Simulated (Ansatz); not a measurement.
# TiC (model cell, started as CsCl type): following an unstable mode, part 2 of 3

Wanted: the energy along a soft mode of TiC (model cell, started as CsCl type) and the structure at the end.

Ansatz 0.2.0; DFT PBEsol, scalar-relativistic, plane waves, PAW.

So far, highest frequency on the path or at a solved wavevector (cm⁻¹): step 2 (response at finite wavevector) 419. Also lowest frequency on the path (cm⁻¹): step 2 -369.

The structure was built from a prototype and need not be the compound's stable phase.

### 4. The mode frozen in, largest atomic shift 0.45 Å

The atoms are moved along the unstable eigenvector, the largest shift by 0.45 Å, with the cell fixed.

The input, input.yaml:

```yaml
crystal:
  lattice:
    - [2.6818219351, 0.0, 0.0]
    - [0.0, 2.6818219351, 0.0]
    - [0.0, 0.0, 5.3636438702]
  atoms:
    - { symbol: Ti, position: [-0.1677963753, 0.0, 0.0] }
    - { symbol: Ti, position: [0.1677963753, 0.0, 0.5] }
    - { symbol: C, position: [0.5, 0.5, 0.25] }
    - { symbol: C, position: [0.5, 0.5, 0.75] }
kpoints:
  mp_grid: { grid: [14, 14, 8] }
hamiltonian:
  xc: pbesol
scf:
  occupations: { method: methfessel_paxton, width: 0.15 }
output:
  forces: true
  stress: true
  eigenvalues: true
```

The run is started by

```
> ansatz run input.yaml --threads 4 --pin off --max-ram 7168MiB --backend cpu --events-out ev --progress --plain --runs-dir out
```

Numbers of over 12 decimals in the logs are rounded to 6 here.

What it wrote:

```text
[...]
Crystal: 4 atoms, lattice volume = 38.576 Å³
Basis set: ecut = 420 eV, 757 PW (Γ), exchange–correlation on 36×36×72 points (8 copies of the dense FFT grid, shifted against one another)
Bands: 20, of which v1, the nominal top of the filled ones, is band 16 counted from 1 (15 counted from 0)
Symmetry: 8 space group operations
[...]
k-points: 320 of 1568
[...]
--- Band table (eV; the first three rows and the last of 320) ---
  k-point 0: bands = [... 12 lower, 14.1867, 14.3263, 15.1609, 16.3126, 16.8625, 17.5546, 17.6473, 19.0518]
  k-point 1: bands = [... 12 lower, 14.1394, 14.3897, 14.8634, 16.3187, 16.6832, 17.6016, 17.8258, 19.0782]
  k-point 2: bands = [... 12 lower, 13.8928, 14.2936, 14.5776, 16.2593, 16.3625, 17.4322, 18.4254, 19.1386]
  k-point 319: bands = [... 12 lower, 11.7268, 11.7268, 13.3297, 13.3297, 17.8020, 17.8020, 19.6035, 19.6035]
[key lines of the parts left out:]
SCF converged after 6 iterations
Free energy (F): -5441.171916 eV
Fermi energy:    16.061972 eV
P = ⅓ Tr σ = 11.3846 GPa (113.846 kbar)
```

Run time: 4.1 s. Hardware: 4 threads of Arm Neoverse V1, shared host; peak memory 0.48 GiB.

Numbers from this step:

```yaml
pressure: 11.38 GPa
energy_from_the_undistorted_cell: -253.4 meV/atom
```

The energy, extrapolated to zero smearing, is -253.41 meV/atom against the undistorted cell.

The run ends at a pressure of 11.38 GPa, with forces up to 0.66 eV/Å.

### 5. Energy along the mode, all amplitudes (two of the runs are shown above)

An imaginary frequency means negative curvature, so the energy should fall and then rise again as anharmonic terms take over.

This step gave:

```yaml
depth_at_the_lowest_point_sampled: 253.4 meV/atom
largest_atomic_shift_at_that_point: 0.45 Å
```

The energy from the parent by largest atomic shift:

```
largest atomic shift (Å)  energy from the parent (meV/atom)
                   0.000                                  0
                   0.040                              -7.34
                   0.080                              -25.5
                   0.140                              -63.8
                   0.220                               -121
                   0.320                               -188
                   0.450                               -253
                   0.600                               -251
```

Displacement at unit largest shift by atom:

```
atom  x (Å)  y (Å)  z (Å)  size
 Ti1  -1.00   0.00   0.00  1.00
 Ti2   1.00   0.00   0.00  1.00
  C3   0.00   0.00   0.00  0.00
  C4   0.00   0.00   0.00  0.00
```

The lowest of the steps tried is at 0.45 Å, 253 meV/atom below the parent; the bottom of the well need not coincide with a step.

### 6. Relaxing from the distorted cell

Starting from the lowest point found, all atoms and the cell are let go, so that strain and other modes of the same symmetry can join in.

input.yaml, as its differences from that of step 4:

```diff
@@ -20 +20,6 @@
   eigenvalues: true
+relax:
+  adjacent_minimum: "off"
+  f_tol: 0.002
+  max_steps: 120
+  cell: { stress_tol: 0.03 }
```

What it wrote:

```text
[...]
Crystal: 4 atoms, lattice volume = 38.576 Å³
Basis set: ecut = 420 eV, 757 PW (Γ), exchange–correlation on 36×36×72 points (8 copies of the dense FFT grid, shifted against one another)
Bands: 20, of which v1, the nominal top of the filled ones, is band 16 counted from 1 (15 counted from 0)
Symmetry: 8 space group operations
[...]
k-points: 320 of 1568
[...]
SCF iter   1: F=—  HF=-5441.193166 eV  |F-HF|=—  |Δ(HF+E_count)|=         —  Δρ=1.56e-2  dr2=7.47e-2  ethr=1.77e-3  ⟨swp⟩=4.3  Hψ=25868  notcnv=0
[...]
SCF iter   6: F=-5441.171916 eV  HF=-5441.171916 eV  |F-HF|=4.06e-8  |Δ(HF+E_count)|=   1.82e-7  S|Δr|=    0.00e0  Δρ=1.45e-5  dr2=7.84e-8  ethr=3.13e-10  ⟨swp⟩=3.0  Hψ=24154  notcnv=0
[...]
SCF 1 converged in 6 iterations: F = -5441.171916 eV  dr2 = 7.84e-8
[...]
relax step   1: F+E_penalty+E_count = -5441.17191633 eV  Δ(F+E_penalty+E_count) = +0.000e0 eV  max|allowed force component| = 6.604e-1 eV/Å  Δτ_max = 0.0000 Å  P = +11.385 GPa  Ω = 38.576 Å³  (6 SCF iters, dr2 threshold 1.00e-7 eV, accepted)
Crystal: 4 atoms, lattice volume = 39.946 Å³
Basis set: ecut = 420 eV, 789 PW (Γ), exchange–correlation on 36×36×72 points (8 copies of the dense FFT grid, shifted against one another)
[...]
SCF iter   6: F=-5441.479794 eV  HF=-5441.479794 eV  |F-HF|=1.70e-8  |Δ(HF+E_count)|=   2.16e-7  S|Δr|=    0.00e0  Δρ=1.26e-5  dr2=5.69e-8  ethr=1.25e-9  ⟨swp⟩=5.6  Hψ=30282  notcnv=0
[...]
SCF 2 converged in 6 iterations: F = -5441.479794 eV  dr2 = 5.69e-8
relax step   2: F+E_penalty+E_count = -5441.47979406 eV  Δ(F+E_penalty+E_count) = -3.079e-1 eV  max|allowed force component| = 5.092e-1 eV/Å  Δτ_max = 0.0580 Å  P = +2.751 GPa  Ω = 39.946 Å³  energy of the carried Pulay correction = -2.229e-3 eV  (6 SCF iters, dr2 threshold 4.00e-7 eV, accepted)
Crystal: 4 atoms, lattice volume = 40.833 Å³
Basis set: ecut = 420 eV, 799 PW (Γ), exchange–correlation on 36×36×72 points (8 copies of the dense FFT grid, shifted against one another)
[...]
SCF iter   6: F=-5441.528464 eV  HF=-5441.528464 eV  |F-HF|=1.84e-9  |Δ(HF+E_count)|=   7.55e-8  S|Δr|=    0.00e0  Δρ=8.06e-6  dr2=1.31e-8  ethr=1.25e-9  ⟨swp⟩=5.2  Hψ=29893  notcnv=0
SCF 3 converged in 6 iterations: F = -5441.528464 eV  dr2 = 1.31e-8
relax step   3: F+E_penalty+E_count = -5441.52846359 eV  Δ(F+E_penalty+E_count) = -4.867e-2 eV  max|allowed force component| = 1.367e-1 eV/Å  Δτ_max = 0.0560 Å  P = -0.457 GPa  Ω = 40.833 Å³  energy of the carried Pulay correction = -3.633e-3 eV  (6 SCF iters, dr2 threshold 4.00e-7 eV, accepted)
[... from here on, the SCF cycles and remarks between the steps are left out ...]
relax step   4: F+E_penalty+E_count = -5441.53294921 eV  Δ(F+E_penalty+E_count) = -4.486e-3 eV  max|allowed force component| = 7.746e-2 eV/Å  Δτ_max = 0.0101 Å  P = -0.216 GPa  Ω = 40.960 Å³  energy of the carried Pulay correction = -3.831e-3 eV  (5 SCF iters, dr2 threshold 4.00e-7 eV, accepted)
relax step   5: F+E_penalty+E_count = -5441.53707351 eV  Δ(F+E_penalty+E_count) = -4.124e-3 eV  max|allowed force component| = 3.677e-2 eV/Å  Δτ_max = 0.0115 Å  P = +0.228 GPa  Ω = 41.161 Å³  energy of the carried Pulay correction = -4.143e-3 eV  (5 SCF iters, dr2 threshold 4.00e-7 eV, accepted)
relax step   6: F+E_penalty+E_count = -5441.53732809 eV  Δ(F+E_penalty+E_count) = -2.546e-4 eV  max|allowed force component| = 4.662e-4 eV/Å  Δτ_max = 0.0082 Å  P = +0.012 GPa  Ω = 41.333 Å³  energy of the carried Pulay correction = -4.410e-3 eV  (4 SCF iters, dr2 threshold 3.53e-7 eV, accepted)
relax step   7: F+E_penalty+E_count = -5441.54624207 eV  Δ(F+E_penalty+E_count) = -8.914e-3 eV  max|allowed force component| = 7.108e-4 eV/Å  Δτ_max = 0.0000 Å  P = +0.301 GPa  Ω = 41.333 Å³  stress off target by 6.63e-1 GPa  SCF on the basis re-selected at this cell (its energy is not comparable with the rows above)  (6 SCF iters)
relax step   8: F+E_penalty+E_count = -5441.54623246 eV  Δ(F+E_penalty+E_count) = +9.616e-6 eV  max|allowed force component| = 2.558e-3 eV/Å  Δτ_max = 0.0020 Å  P = -0.033 GPa  Ω = 41.423 Å³  energy of the carried Pulay correction = -1.402e-4 eV  (4 SCF iters, dr2 threshold 4.00e-7 eV, accepted)
relax step   9: F+E_penalty+E_count = -5441.54624275 eV  Δ(F+E_penalty+E_count) = -1.029e-5 eV  max|allowed force component| = 1.614e-3 eV/Å  Δτ_max = 0.0003 Å  P = +0.025 GPa  Ω = 41.417 Å³  energy of the carried Pulay correction = -1.304e-4 eV  (4 SCF iters, dr2 threshold 7.28e-9 eV, accepted)
relax step  10: F+E_penalty+E_count = -5441.54623773 eV  Δ(F+E_penalty+E_count) = +5.016e-6 eV  max|allowed force component| = 2.882e-5 eV/Å  Δτ_max = 0.0001 Å  P = -0.001 GPa  Ω = 41.420 Å³  energy of the carried Pulay correction = -1.362e-4 eV  (3 SCF iters, dr2 threshold 4.81e-9 eV, accepted)
[...]
SCF iter   5: F=-5441.546373 eV  HF=-5441.546373 eV  |F-HF|=0.00e0  |Δ(HF+E_count)|=  7.28e-12  S|Δr|=    0.00e0  Δρ=7.64e-8  dr2=1.82e-12  ethr=1.00e-12  ⟨swp⟩=4.8  Hψ=23846  notcnv=0
SCF 11 converged in 5 iterations: F = -5441.546373 eV  dr2 = 1.82e-12
relax step  11: F+E_penalty+E_count = -5441.54637266 eV  Δ(F+E_penalty+E_count) = -1.349e-4 eV  max|allowed force component| = 9.607e-6 eV/Å  Δτ_max = 0.0000 Å  P = -0.001 GPa  Ω = 41.420 Å³  stress off target by 5.29e-3 GPa  SCF on the basis re-selected at this cell (its energy is not comparable with the rows above)  (5 SCF iters)
[...]
SCF converged after 5 iterations
[...]
Free energy (F): -5441.546373 eV
[...]
Internal energy: -5441.547167 eV  (E = F + TS)
E sigma→0 (E₀):  -5441.546571 eV
Entropy (-TS):   0.000794 eV (0.199 meV/atom)
Fermi energy:    14.798191 eV
[...]
--- Stress (GPa, compression-positive) ---
        0.000807       0.000000      -0.000000
        0.000000       0.002556       0.000000
       -0.000000       0.000000      -0.005287
  P = ⅓ Tr σ = -0.0006 GPa (-0.006 kbar)
--- Band table (eV; the first three rows and the last of 320) ---
  k-point 0: bands = [... 12 lower, 12.1209, 13.0202, 14.3317, 14.6989, 15.7321, 16.1116, 17.0387, 17.3494]
  k-point 1: bands = [... 12 lower, 12.1850, 12.9891, 14.0128, 14.5164, 15.7472, 16.1490, 17.2575, 17.4026]
  k-point 2: bands = [... 12 lower, 12.3752, 12.8238, 13.3525, 14.0850, 15.7661, 16.2266, 17.5056, 17.7502]
  k-point 319: bands = [... 12 lower, 10.8076, 10.8076, 11.9718, 11.9718, 16.2705, 16.2705, 18.1268, 18.1268]
--- Relaxed structure (9 steps of the walk, 9 accepted, 2 SCFs on fresh bases) ---
  F+E_penalty+E_count = -5441.54637266 eV   max|allowed force component| = 9.607e-6 eV/Å   (the final SCF, on the basis selected at the relaxed cell)
  cell:  # Å, volume = 41.4204 Å³
    - [2.696365, 0.0, 0.0]
    - [0.0, 2.870170, 0.0]
    - [0.0, 0.0, 5.352150]
  atoms:
    - { symbol: Ti, position: [-0.222218, 0.0, 0.0] }
    - { symbol: Ti, position: [0.222218, 0.0, 0.5] }
    - { symbol: C, position: [0.500000, 0.5, 0.25] }
    - { symbol: C, position: [0.500000, 0.5, 0.750000] }
```

Run time: 39 s. Hardware: 4 threads; peak memory 0.54 GiB.

The steps of the relaxation:

```
step  energy less that of the first step (eV)  largest force component (eV/Å)  pressure (GPa)  volume (Å³)
   1                                   0.0000                          0.6604           11.38        38.58
   2                                  -0.3079                          0.5092            2.75        39.95
   3                                  -0.3565                          0.1367           -0.46        40.83
   4                                  -0.3610                          0.0775           -0.22        40.96
   5                                  -0.3652                          0.0368            0.23        41.16
   6                                  -0.3654                          0.0005            0.01        41.33
  7*                                  -0.3743                          0.0007            0.30        41.33
   8                                  -0.3743                          0.0026           -0.03        41.42
   9                                  -0.3743                          0.0016            0.02        41.42
  10                                  -0.3743                          0.0000            0.00        41.42
 11*                                  -0.3745                          0.0000            0.00        41.42
```

Relaxation steps marked * repeat the geometry before them on a plane-wave basis chosen anew for their cell, so energy and pressure can jump there.

The run keeps the 8 symmetry operations that it works with, so distortions that break them were not tested.

```
     cell as run  before  after  change
           a (Å)   2.682  2.696  +0.5 %
           b (Å)   2.682  2.870  +7.0 %
           c (Å)   5.364  5.352  -0.2 %
volume (Å³/atom)    9.64  10.36  +7.4 %
```

The atoms that moved most (Å, as changes of fractional coordinates times the final cell):

```
atom      dx     dy     dz  length
 Ti1  -0.147  0.000  0.000   0.147
 Ti2   0.147  0.000  0.000   0.147
```

Final coordinates:

```xyz
4
Lattice="2.6964 0.0000 0.0000 0.0000 2.8702 0.0000 0.0000 0.0000 5.3522" Properties=species:S:1:pos:R:3 pbc="T T T"
Ti   -0.5992    0.0000    0.0000
Ti    0.5992    0.0000    2.6761
C     1.3482    1.4351    1.3380
C     1.3482    1.4351    4.0141
```

Numbers from this step:

```
pressure        : -6.41e-4 GPa
volume per atom : 10.36 Å³
```

The distorted start has space group Pmma; the relaxation ends in Pmma.

### 7. The new phase in its own primitive cell

The relaxed structure is symmetrised, reduced to its primitive cell and relaxed tightly, as its phonons need.

input.yaml, the sections that differ from step 6:

```yaml
crystal:
  lattice:
    - [5.3521503624, 0.0, 0.0]
    - [0.0, 2.8701700685, 0.0]
    - [0.0, 0.0, 2.6963654815]
  atoms:
    - { symbol: Ti, position: [0.75, 0.0, 0.7777815578] }
    - { symbol: Ti, position: [0.25, 0.0, 0.2222184422] }
    - { symbol: C, position: [0.5, 0.5, 0.5] }
    - { symbol: C, position: [0.0, 0.5, 0.5] }
kpoints:
  mp_grid: { grid: [8, 12, 14] }
relax:
  adjacent_minimum: "off"
  f_tol: 0.001
  max_steps: 60
  cell: { stress_tol: 0.01 }
# hamiltonian, scf, output: as in step 6
```

What it wrote:

```text
[...]
Crystal: 4 atoms, lattice volume = 41.420 Å³
Basis set: ecut = 420 eV, 805 PW (Γ), exchange–correlation on 72×40×40 points (8 copies of the dense FFT grid, shifted against one another)
Bands: 20, of which v1, the nominal top of the filled ones, is band 16 counted from 1 (15 counted from 0)
Symmetry: 8 space group operations
[...]
k-points: 280 of 1344
[...]
--- Relaxed structure (7 steps of the walk, 6 accepted, 2 SCFs on fresh bases) ---
[...]
cell:  # Å, volume = 41.4258 Å³
    - [5.349228, 0, 0]
    - [0, 2.871278, 1.0765962917700114e-19]
    - [0, 1.0114024637420406e-19, 2.697146]
  atoms:
    - { symbol: Ti, position: [0.75, 0, 0.777645] }
    - { symbol: Ti, position: [0.250000, 0, 0.222355] }
    - { symbol: C, position: [0.500000, 0.5, 0.5] }
    - { symbol: C, position: [0, 0.5, 0.5] }
[key lines of the parts left out:]
SCF converged after 5 iterations
Free energy (F): -5441.546599 eV
Fermi energy:    14.800190 eV
P = ⅓ Tr σ = 0.0001 GPa (0.001 kbar)
```

Wall time 29 s (4 threads); peak memory 0.52 GiB; 1.8 min of CPU time.

Little changed from the start: no atom moved by 0.005 Å and no cell edge by 0.1 %.

This step gave:

```yaml
pressure: 6.80e-5 GPa
```

The largest force component left is 6.4e-4 meV/Å and the pressure is 0.000 GPa, within the tolerances set. The cell now holds 10.36 Å³/atom.

(Continued in part 3 of 3.)

[Logs are printed without paths, hosts, clocks, repeated set-up lines and the standing remarks that a program may print on its own settings, such as how far it seeks lower states.]

[Hosts, paths, dates, database ids (printed as entryN), source tags and the programs' standing remarks are cut or masked in the printed files.]
